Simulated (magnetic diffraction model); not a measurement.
# Which magnetic order? MnCuSnO4

Space group Imma (no. 74), a = 5.9260 Å, b = 6.1540 Å, c = 8.7260 Å.

| site | atom | x | y | z |
| --- | --- | --- | --- | --- |
| 4a | Sn | 0 | 0 | 0 |
| 4e | Cu | 1/2 | 1/4 | 0.8710 |
| 4c | Mn | 1/4 | 1/4 | 1/4 |
| 8h | O | 1/2 | 0.9801 | 0.7559 |
| 8i | O | 0.7471 | 1/4 | 0.0108 |

The compound is invented for this exercise: a known structure type with other elements, its cell scaled to their sizes and not relaxed.

Only Cu and Mn are taken to order (form factors of Cu2+ and Mn2+); orders and moment sizes are assumed, and not adapted to the symmetry. Radiation: neutrons of λ = 1.909 Å, 1.5° to 60°; isotropic B of 0.15 Å² (Sn), 0.17 Å² (Cu), 0.17 Å² (Mn) and 0.23 Å² (O). The intensities are simulated: I ∝ L Σ (|F_N|² + |F_M⊥|²) for unpolarised neutrons, with F_M = 2.695 fm/μB × Σ f(s) S exp(2πi Q·r) exp(−B s²) at Q = H ± k (one set where k and −k are equivalent), only the part normal to Q counting and L = 1/(sin²θ cos θ). For a modulated order the moment at position r is S exp(−2πi k·r) + c.c., with S = m/2 for a sine wave of amplitude m and S = m(u + iv)/2 for moments turning in a plane, u and v being orthogonal unit vectors in it; the phase factor of the sum at Q = H + k is then exp(2πi H·r). Form factors are spin-only for 3d ions and dipole or tabulated for f ions, scattering lengths are Sears's of 1992, and absorption is left out. A label names one of the reflections at its angle. The strongest nuclear line in the range is 100, and lines under 0.2 are left out.

Above the ordering temperature:

```tsv
2θ (°)	index	I
21.88	(0 1 1)	46.0
25.27	(0 0 2)	31.2
36.14	(0 2 0)	0.6
36.46	(1 1 2)	39.7
37.59	(2 0 0)	51.1
42.88	(1 0 3)	44.6
42.97	(1 2 1)	66.0
43.91	(2 1 1)	0.7
44.62	(0 2 2)	93.9
45.84	(2 0 2)	100.0
51.89	(0 0 4)	28.1
53.13	(2 2 0)	54.8
57.11	(0 3 1)	25.8
57.30	(1 2 3)	1.1
58.06	(2 1 3)	48.4
59.72	(2 2 2)	33.3
```

Below it (cell unchanged):

```tsv
2θ (°)	I
3.56	38.1
19.04	1.0
21.88	46.0
22.74	37.5
23.46	22.8
24.93	0.6
25.27	31.2
28.50	16.0
32.42	0.4
34.76	14.7
36.14	0.6
36.46	39.7
37.59	51.1
37.77	0.2
38.45	12.3
39.80	13.7
39.90	0.2
42.46	0.2
42.88	44.6
42.97	66.0
43.05	6.5
43.91	0.7
44.62	93.9
45.84	100.0
46.27	8.9
51.89	28.1
53.13	54.8
54.77	3.9
55.19	2.5
57.11	25.8
57.30	1.1
57.70	2.4
58.06	48.4
59.52	2.1
59.72	33.3
59.85	1.1
```

**Question.** Find the propagation vector, then choose among these models:
A. moments turning in the plane of [100] and [010], 0.79 μB on Cu and 3.83 μB on Mn; signs + at (1/2, 1/4, 0.8710), + at (1/2, 3/4, 0.1290), + at (1/4, 1/4, 1/4), − at (3/4, 1/4, 1/4)
B. moments turning in the plane of [100] and [001], 0.79 μB on Cu and 3.83 μB on Mn; signs + at (1/2, 1/4, 0.8710), + at (1/2, 3/4, 0.1290), + at (1/4, 1/4, 1/4), − at (3/4, 1/4, 1/4)
C. a sine wave with moments along [100] (amplitudes given), 0.79 μB on Cu and 3.83 μB on Mn; signs + at (1/2, 1/4, 0.8710), + at (1/2, 3/4, 0.1290), + at (1/4, 1/4, 1/4), − at (3/4, 1/4, 1/4)
D. moments turning in the plane of [010] and [001], 0.79 μB on Cu and 3.83 μB on Mn; signs + at (1/2, 1/4, 0.8710), + at (1/2, 3/4, 0.1290), + at (1/4, 1/4, 1/4), − at (3/4, 1/4, 1/4)

The new lines index as (0 1/5 0) at 3.56°, (0 4/5 1) at 19.04°, (1 1/5 1) at 22.74° and (1 4/5 0) at 23.46°, that is as H ± k with k = (0 1/5 0). Satellites come in pairs about each point of the reciprocal lattice.

Magnetic intensity, observed (below minus above) and for each model:

| 2θ (°) | index | observed | A | B | C | D |
| --- | --- | --- | --- | --- | --- | --- |
| 3.56 | (0 1/5 0) | 38.1 | 19.0 | 38.1 | 19.0 | 19.0 |
| 22.74 | (1 1/5 1) | 37.5 | 47.8 | 37.5 | 12.2 | 61.0 |
| 23.46 | (1 4/5 0) | 22.8 | 16.6 | 22.8 | 6.2 | 27.0 |
| 28.50 | (1 6/5 0) | 16.0 | 10.2 | 16.0 | 5.8 | 14.6 |
| 34.76 | (1 4/5 2) | 14.7 | 19.2 | 14.7 | 8.9 | 16.2 |
| 38.45 | (1 6/5 2) | 12.3 | 13.5 | 12.3 | 7.1 | 11.6 |
| 39.80 | (1 9/5 1) | 13.7 | 9.1 | 13.7 | 6.4 | 10.1 |
| 43.05 | (1 1/5 3) | 6.5 | 11.7 | 6.5 | 5.2 | 7.7 |

Model B matches.

The structure used: k = (0 1/5 0), moments turning in the plane of [100] and [001], 0.79 μB on Cu and 3.83 μB on Mn; signs + at (1/2, 1/4, 0.8710), + at (1/2, 3/4, 0.1290), + at (1/4, 1/4, 1/4), − at (3/4, 1/4, 1/4).

[Logs are printed without paths, hosts, clocks, repeated set-up lines and the standing remarks that a program may print on its own settings, such as how far it seeks lower states.]
